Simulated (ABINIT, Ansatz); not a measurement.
# Cl (Cmce): one start, several treatments of the self-energy

How much does the gap of Cl (Cmce) depend on the approximation to the self-energy?

Method: PBE and many-body steps on it, plane waves, in ABINIT 10.8.3.

**1. Set-up**

The structure is orthorhombic, space group Cmce (No. 64). The conventional cell has a = 6.290 Å, b = 4.500 Å, c = 8.210 Å, α = 90.00°, β = 90.00°, γ = 90.00°. Nearest to Cl lie 1 Cl at 2.02 Å.

The cell and positions come from the Crystallography Open Database and are kept as given unless a step says otherwise.

**2. Empty states on the mesh, 4×4×2 mesh, 768 bands**

This step: ABINIT 10.8.3; DFT, PBE, plane waves, norm-conserving pseudopotentials.

The sums over transitions need many empty states on a uniform mesh; this step solves for them.

Contents of run.abi:

```
acell 3*1.0 Angstrom
rprim 
  3.145000000000 -2.250000000000 0.000000000000
  3.145000000000 2.250000000000 0.000000000000
  0.000000000000 0.000000000000 8.210000000000
ntypat 1
znucl 17
natom 4
typat 1 1 1 1
xred 
  0.870000000000 0.130000000000 0.100000000000
  0.630000000000 0.370000000000 0.600000000000
  0.130000000000 0.870000000000 0.900000000000
  0.370000000000 0.630000000000 0.400000000000
pp_dirpath "pseudos"
pseudos "Cl.upf"
ecut 25
ngkpt 4 4 2
nshiftk 1
shiftk 0 0 0
kptopt 1
chksymbreak 0
irdden 1
istwfk *1
nband 768
prtvol 0
optdriver 6
gwr_task "HDIAGO"
paral_kgb 0
occopt 1
indata_prefix "in"
outdata_prefix "out"
tmpdata_prefix "tmp"
```

The run is started by

```console
$ OMP_NUM_THREADS=1 mpirun -n 4 abinit run.abi > log
```

Log:

```text
.Version 10.8.3 of ABINIT. v10.8.2 released Aug 2026.

 Symmetries : space group Cm c a (# 64); Bravais oC (1-face-center ortho.)
[... echo of the input left out ...]
== DATASET  1 ==================================================================
-   mpi_nproc: 4, omp_nthreads: 1 (-1 if OMP is not activated)

--- !DatasetInfo
iteration_state: {dtset: 1, }
dimensions: {natom: 4, nkpt: 14, mband: 768, nsppol: 1, nspinor: 1, nspden: 1, mpw: 4726, }
cutoff_energies: {ecut:  25.0, pawecutdg:  -1.0, }
[...]
Indirect band gap semiconductor
 Fundamental gap:     2.469 (eV)
   VBM:    -0.824 (eV) at k: [ 5.0000E-01,  5.0000E-01,  0.0000E+00]
   CBM:     1.645 (eV) at k: [ 0.0000E+00,  0.0000E+00,  0.0000E+00]
 Direct gap:         2.525 (eV) at k: [ 0.0000E+00,  0.0000E+00,  0.0000E+00]

== END DATASET(S) ==============================================================
================================================================================

 -outvars: echo values of variables after computation  --------
           etotal      0.0000000000E+00
            nband         768
             nkpt          14
          spgroup          64
 [... the other variables as echoed above ...]

 Calculation completed.
```

Elapsed: 7.5 min, on 4 MPI ranks of Arm Neoverse N1, shared host; peak memory 5.1 GiB; 30 min of CPU time.

Numbers from this step:

* gap: 2.469 eV
* k of the valence top: 0.5, 0.5, 0
* k of the conduction bottom: 0, 0, 0
* least direct gap: 2.525 eV
* k points computed: 14
* lowest point of the top converged band, above the valence top: 193.1638 eV

On this mesh the gap is 2.469 eV.

The density comes from a self-consistent run that is not shown.

**3. Screening, 4×4×2 mesh, 318 bands, screening to 176.9 eV**

The RPA dielectric matrix is built and inverted for each q.

This step: RPA screening on PBE, plane waves, norm-conserving pseudopotentials.

run.abi: that of step 2 with these lines changed.

```diff
@@ -22,10 +22,11 @@
 chksymbreak 0
-irdden 1
 istwfk *1
-nband 768
-prtvol 0
-optdriver 6
-gwr_task "HDIAGO"
-paral_kgb 0
 occopt 1
+irdwfk 1
+optdriver 3
+nband 318
+ecuteps 6.5
+inclvkb 2
+awtr 1
+symchi 1
 indata_prefix "in"
```

Log:

```text
.Version 10.8.3 of ABINIT. v10.8.2 released Aug 2026.

 Symmetries : space group Cm c a (# 64); Bravais oC (1-face-center ortho.)
[... echo of the input left out ...]
== DATASET  1 ==================================================================
-   mpi_nproc: 4, omp_nthreads: 1 (-1 if OMP is not activated)

--- !DatasetInfo
iteration_state: {dtset: 1, }
dimensions: {natom: 4, nkpt: 14, mband: 318, nsppol: 1, nspinor: 1, nspden: 1, mpw: 4726, }
cutoff_energies: {ecut:  25.0, pawecutdg:  -1.0, }
electrons: {nelect:   2.80000000E+01, charge:   0.00000000E+00, occopt:   1.00000000E+00, tsmear:   1.00000000E-02, }

 SCREENING: Calculation of the susceptibility and dielectric matrices

 Based on a program developped by R.W. Godby, V. Olevano, G. Onida, and L. Reining.
 Incorporated in ABINIT by V. Olevano, G.-M. Rignanese, and M. Torrent.
.Using double precision arithmetic ; gwpc =  8

[... cell and pseudopotentials left out ...]
--------------------------------------------------------------------------------

 ==== K-mesh for the wavefunctions ====
 Number of points in the irreducible wedge :    14
[... list of points left out ...]
 Together with  8 symmetry operations and time-reversal symmetry
 yields    32 points in the full Brillouin Zone.

 ==== Q-mesh for the screening function ====
 Number of points in the irreducible wedge :    14
[... list of points left out ...]
 Together with  8 symmetry operations and time-reversal symmetry
 yields    32 points in the full Brillouin Zone.

 setmesh: FFT mesh size selected  =    30x   30x   60
          total number of points  =        54000

 vcoul_init : cutoff-mode = AUXILIARY_FUNCTION
 q-points for optical limit:   1
     1)      0.000010    0.000020    0.000030

- screening: taking advantage of time-reversal symmetry
- Maximum band index for partially occupied states nbvw = 14
- Remaining bands to be divided among processors   nbcw = 304
- Number of bands treated by each node ~76

 Number of electrons calculated from density =   28.0000; Expected =   28.0000
 average of density, n =  0.035710
 r_s =    1.8838
 omega_plasma =   18.2284 [eV]

 calculating chi0 at frequencies [eV] :
  1    0.000000E+00    0.000000E+00
  2    0.000000E+00    1.822838E+01

--------------------------------------------------------------------------------
  q-point number  1        q = ( 0.000000, 0.000000, 0.000000) [r.l.u.]
--------------------------------------------------------------------------------
[... chi0 elements left out ...]
 For q-point:  0.000010 0.000020 0.000030
  dielectric constant =   2.8107
  dielectric constant without local fields =   3.4622

  Average fulfillment of the sum rule on Im[epsilon] for q-point    1 :     83.09  [%]
[... wings left out ...]
  q-point number  2        q = ( 0.250000, 0.000000, 0.000000) [r.l.u.]
--------------------------------------------------------------------------------
[... chi0 elements left out ...]
  Average fulfillment of the sum rule on Im[epsilon] for q-point    2 :     84.55  [%]

 [... 12 further q-points ...]
```

The job ended after 16 min (4 MPI ranks; peak memory 4.9 GiB; 65 min of CPU time).

Numbers from this step:

| Item | Value |
| --- | --- |
| ε∞ with local fields, on this mesh, along the program's q direction | 2.811 |
| the same without local fields | 3.462 |
| plasma frequency | 18.23 eV |
| plane waves in the screening matrix | 611 |

Local fields lower ε∞ by 19 %. On a Γ-centred mesh this coarse the value itself is usually too large, while a short band sum pulls it down.

**4. G0W0, Godby-Needs plasmon pole**

The self-energy is evaluated for the states that the input lists, and the levels follow from it, in one-shot runs by the linearised quasiparticle equation.

This step: G0W0 on PBE, plane waves, norm-conserving pseudopotentials.

run.abi: that of step 3 with these lines changed.

```diff
@@ -25,8 +25,17 @@
 irdwfk 1
-optdriver 3
+optdriver 4
 nband 318
+gwcalctyp 0
+ecutsigx 25
+symsigma 1
+nkptgw 2
+kptgw 
+  0.5000000000 0.5000000000 0.0000000000
+  0.0000000000 0.0000000000 0.0000000000
+bdgw 
+  13 16
+  13 16
 ecuteps 6.5
-inclvkb 2
-awtr 1
-symchi 1
+irdscr 1
+ppmodel 1
 indata_prefix "in"
```

Log:

```text
.Version 10.8.3 of ABINIT. v10.8.2 released Aug 2026.

 Symmetries : space group Cm c a (# 64); Bravais oC (1-face-center ortho.)
[... echo of the input left out ...]
== DATASET  1 ==================================================================
-   mpi_nproc: 4, omp_nthreads: 1 (-1 if OMP is not activated)

--- !DatasetInfo
iteration_state: {dtset: 1, }
dimensions: {natom: 4, nkpt: 14, mband: 318, nsppol: 1, nspinor: 1, nspden: 1, mpw: 4726, }
cutoff_energies: {ecut:  25.0, pawecutdg:  -1.0, }
electrons: {nelect:   2.80000000E+01, charge:   0.00000000E+00, occopt:   1.00000000E+00, tsmear:   1.00000000E-02, }

 SIGMA: Calculation of the GW corrections

 Based on a program developped by R.W. Godby, V. Olevano, G. Onida, and L. Reining.
 Incorporated in ABINIT by V. Olevano, G.-M. Rignanese, and M. Torrent.
.Using double precision arithmetic ; gwpc =  8

[... cell and pseudopotentials left out ...]
--------------------------------------------------------------------------------

 ==== K-mesh for the wavefunctions ====
 Number of points in the irreducible wedge :    14
[... list of points left out ...]
 Together with  8 symmetry operations and time-reversal symmetry
 yields    32 points in the full Brillouin Zone.

 ==== Q-mesh for screening function ====
 Number of points in the irreducible wedge :    14
[... list of points left out ...]
 Together with  8 symmetry operations and time-reversal symmetry
 yields    32 points in the full Brillouin Zone.

 vcoul_init : cutoff-mode = AUXILIARY_FUNCTION
 q-points for optical limit:   1
     1)      0.000010    0.000020    0.000030
 setmesh: FFT mesh size selected  =    36x   36x   72
          total number of points  =        93312

 Number of electrons calculated from density =   28.0000; Expected =   28.0000
 average of density, n =  0.035710
 r_s =    1.8838
 omega_plasma =   18.2284 [eV]

 === KS Band Gaps ===
  >>>> For spin  1
   Minimum direct gap =   2.5251 [eV], located at k-point      :   0.0000  0.0000  0.0000
   Fundamental gap    =   2.4691 [eV], Top of valence bands at :   0.5000  0.5000  0.0000
                                       Bottom of conduction at :   0.0000  0.0000  0.0000
 SIGMA fundamental parameters:
 PLASMON POLE MODEL  1
 number of plane-waves for SigmaX                 4675
 number of plane-waves for SigmaC and W            611
 number of plane-waves for wavefunctions          4675
 number of bands                                   318
 number of independent spin polarizations            1
 number of spinorial components                      1
 number of k-points in IBZ                          14
 number of q-points in IBZ                          14
 number of symmetry operations                       8
 number of k-points in BZ                           32
 number of q-points in BZ                           32
 number of frequencies for dSigma/dE                 9
 frequency step for dSigma/dE [eV]                0.25
 number of omega for Sigma on real axis              0
 max omega for Sigma on real axis  [eV]           0.00
 zcut for avoiding poles [eV]                     0.10

 EPSILON^-1 parameters (SCR file):
 dimension of the eps^-1 matrix on file            611
 dimension of the eps^-1 matrix used               611
 number of plane-waves for wavefunctions          4675
 number of bands                                   318
 number of q-points in IBZ                          14
 number of frequencies                               2
 number of real frequencies                          1
 number of imag frequencies                          1

 matrix elements of self-energy operator (all in [eV])

 Perturbative Calculation

--- !SelfEnergy_ee
iteration_state: {dtset: 1, }
kpoint     : [   0.500,    0.500,    0.000, ]
spin       : 1
KS_gap     :    2.546
QP_gap     :    5.755
Delta_QP_KS:    3.209
data: !SigmaeeData |
     Band     E0 <VxcDFT>   SigX SigC(E0)      Z dSigC/dE  Sig(E)    E-E0       E
       13  -1.186 -14.321 -18.741   2.245   0.785  -0.274 -16.028  -1.707  -2.893
       14  -0.824 -14.674 -19.122   2.207   0.789  -0.268 -16.442  -1.768  -2.592
       15   1.722 -14.106  -8.998  -3.282   0.789  -0.267 -12.665   1.441   3.163
       16   1.912 -14.243  -9.064  -3.302   0.787  -0.270 -12.766   1.477   3.390

--- !SelfEnergy_ee
iteration_state: {dtset: 1, }
kpoint     : [   0.000,    0.000,    0.000, ]
spin       : 1
KS_gap     :    2.525
QP_gap     :    5.671
Delta_QP_KS:    3.146
data: !SigmaeeData |
     Band     E0 <VxcDFT>   SigX SigC(E0)      Z dSigC/dE  Sig(E)    E-E0       E
       13  -0.970 -14.511 -19.022   2.242   0.789  -0.268 -16.300  -1.789  -2.759
       14  -0.880 -14.708 -19.184   2.239   0.788  -0.269 -16.471  -1.763  -2.643
       15   1.645 -13.980  -8.981  -3.250   0.791  -0.264 -12.596   1.383   3.029
       16   2.208 -14.626  -9.222  -3.447   0.783  -0.277 -13.093   1.533   3.740

== END DATASET(S) ==============================================================
================================================================================

 -outvars: echo values of variables after computation  --------
           etotal      0.0000000000E+00
            nband         318
             nkpt          14
          spgroup          64
 [... the other variables as echoed above ...]

 Calculation completed.
```

It took 4.6 min on 4 MPI ranks; peak memory 5.5 GiB; 18 min of CPU time.

Numbers from this step:

```yaml
g0w0_gap_on_the_points_computed: 5.621 eV
starting_gap_on_the_mesh: 2.469 eV
k_of_the_valence_top: 0.5, 0.5, 0
k_of_the_conduction_bottom: 0, 0, 0
z_at_the_valence_top: 0.789
z_at_the_conduction_bottom: 0.791
least_direct_g0w0_gap_on_the_computed_points: 5.672 eV
```

The gap on the mesh goes from 2.47 eV to 5.62 eV, a correction of +3.15 eV.

[end of part 1 of 2]

[Paths, hosts, dates, memory and timing lines, banners, echoed tables and standing remarks are left out of the program output.]

[Logs are printed without paths, hosts, clocks, repeated set-up lines and the standing remarks that a program may print on its own settings, such as how far it seeks lower states.]

[Runs of the session that timed out or met a known fault of the program may be left out.]

[Hosts, paths, dates, database ids (printed as entryN), source tags and the programs' standing remarks are cut or masked in the printed files.]

[G0W0 gaps are taken among the corrected bands and points alone; a level outside them can change the order at an edge.]

[Where Ansatz stands beside ABINIT at settings called matched, ABINIT's density can come from a denser mesh and the files from another edition; pairs whose starting gaps differed by over 0.03 eV were left out, so agreement reads better than it is.]
